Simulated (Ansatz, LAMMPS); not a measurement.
# Amorphous 79SiO2-21Al2O3 (mol %) (96 atoms): relaxed cell and levels of theory

What does this cell relax to, and how do the Kohn-Sham gap, forces and pressure change with k-mesh and functional?

Calculated with Ansatz 0.2.0: Kohn-Sham DFT, PBE, PAW (set soft_2), plane waves; cutoff 420 eV, Γ point, fermi-dirac smearing of 0.025 eV.

**The cell**

Density at the start: 2.41 g/cm³. The cell holds 96 atoms: 22 Si, 12 Al and 62 O. Its edges and angles: a = 10.999 Å, b = 10.999 Å, c = 10.999 Å, α = 90.0°, β = 90.0°, γ = 90.0°. 96 atoms (22 Si, 12 Al, 62 O) placed at random at 2.41 g/cm³, melted at 5000 K for 10 ps at fixed volume with the Morse and Coulomb pair potential with partial charges (Pedone, Malavasi, Menziani, Cormack and Segre, J. Phys. Chem. B 110, 11780 (2006)). Quenched from 5000 K to 300 K at 50 K/ps and fixed volume, held 5 ps, then minimised at fixed cell.

Cell and atoms were relaxed with PBE. The walk converged after 12 steps, with a largest force component of 0.0319 eV/Å; it began at an r.m.s. force component of 0.64 eV/Å. The edges went from 10.999, 10.999, 10.999 to 10.744, 10.920, 10.964 Å, and the volume from 13.862 to 13.389 Å³ an atom (-3.4 %).

The input of the reference single point:

```yaml
crystal:
  lattice:
    - [10.74298, -0.09621, 0.13213]
    - [-0.09621, 10.91861, -0.13751]
    - [0.13213, -0.13751, 10.9622]
  atoms:
    - { symbol: Si, position: [0.39129, 0.26399, 0.56901] }
    - { symbol: Si, position: [0.40338, 0.64872, 0.44338] }
    - { symbol: Si, position: [0.64418, 0.19151, 0.97547] }
    - { symbol: Si, position: [0.94568, 0.99882, 0.61169] }
    [... 90 atom lines left out ...]
    - { symbol: O, position: [0.32261, 0.64046, 0.56946] }
    - { symbol: O, position: [0.88557, 0.94624, 0.73805] }
kpoints:
  mp_grid: { grid: [1, 1, 1] }
hamiltonian:
  xc: pbe
scf:
  occupations: { method: fermi_dirac, width: 0.025 }
output:
  forces: true
  stress: true
  populations: true
  dos:
    method: { smearing: { sigma: 0.08 } }
    de: 0.05
    projected: { site_lists: { Al: [Al], O: [O], Si: [Si] } }
  eigenvalues: true
  write_density: true
  write_potential: true
  volumetric_format: npy
```

**Bonds after relaxation**

Bonds by pair of elements; cutoffs follow the first minimum of g(r), held within bounds set by covalent radii, and pairs that aren't listed don't count as bonded:

```
pair A-B  cutoff (Å)  bonds  mean length (Å)  spread (Å)  shortest (Å)  B about A  A about B
    O-Si        2.12     88             1.64       0.037          1.58       1.42          4
    O-Al        2.49     50             1.81       0.119          1.68      0.806       4.17
```

How many atoms have how many bonded neighbours:

```
element  mean   2   3   4  5
     Al  4.17   0   0  10  2
      O  2.23  48  14   0  0
     Si     4   0   0  22  0
```

**Levels of theory**

Single points at the relaxed geometry:

```
functional  k-mesh  Kohn-Sham gap (eV)  pressure (GPa)  r.m.s. force component (eV/Å)  SCF cycles   time
       PBE   1×1×1               3.907           -0.01                          0.007           9  7.4 s
       PBE   2×2×2               3.893            0.01                          0.008           9   59 s
     HSE06   1×1×1               5.664           -4.98                          0.179          16   92 s
    r2SCAN   1×1×1               4.550           -4.89                          0.146           9   18 s
    PBEsol   1×1×1               3.835           -2.73                          0.052          10  6.8 s
```

The gap is that between the highest filled and lowest empty Kohn-Sham level on the run's k-points. Cutoffs: 420 eV for PBE, HSE06 and PBEsol; 500 eV for r2SCAN. Times come from shared hosts and are rough.

**Findings**

By these cutoffs 83 % of Al atoms have 4, 77 % of O atoms have 2 and 100 % of Si atoms have 4 neighbours. The Kohn-Sham gap is 3.91 eV with PBE on the 1×1×1 mesh and 3.89 eV on 2×2×2. On the 1×1×1 mesh HSE06 changes the gap by +1.76 eV against PBE. Carrying that shift over to the 2×2×2 mesh gives 3.89 + 1.76 = 5.65 eV, an estimate that takes the shift to be alike at all k-points. On the reference's mesh the gap changes with r2SCAN by +0.64 eV and PBEsol by -0.07 eV. Against the reference the pressure changes with HSE06 by -5.0 GPa, r2SCAN by -4.9 GPa and PBEsol by -2.7 GPa; a negative change means that the functional would take a smaller volume. The denser mesh moves the energy by -0.8 meV/atom and the pressure by +0.01 GPa.

Limits: All single points share the geometry relaxed with PBE. The volume changed by -3.4 % on relaxing; in so small a cell, on this mesh and at this cutoff, the relaxed density is rough. One sample; tail or defect levels can set the gap of a disordered cell. The quench rate of 50 K/ps is many orders above laboratory rates, so the cell is likely richer in defects and strain than a real sample. The network of bonds at the start is that of the classical potential that made the cell, and needn't be the one that DFT or experiment would give.

[Long decimals in the printed logs are rounded to 6 places.]

[Logs are printed without paths, hosts, clocks, repeated set-up lines and the standing remarks that a program may print on its own settings, such as how far it seeks lower states.]

[Hosts, paths, dates, database ids (printed as entryN), source tags and the programs' standing remarks are cut or masked in the printed files.]

[Runs of further levels or settings that didn't converge aren't in the tables.]
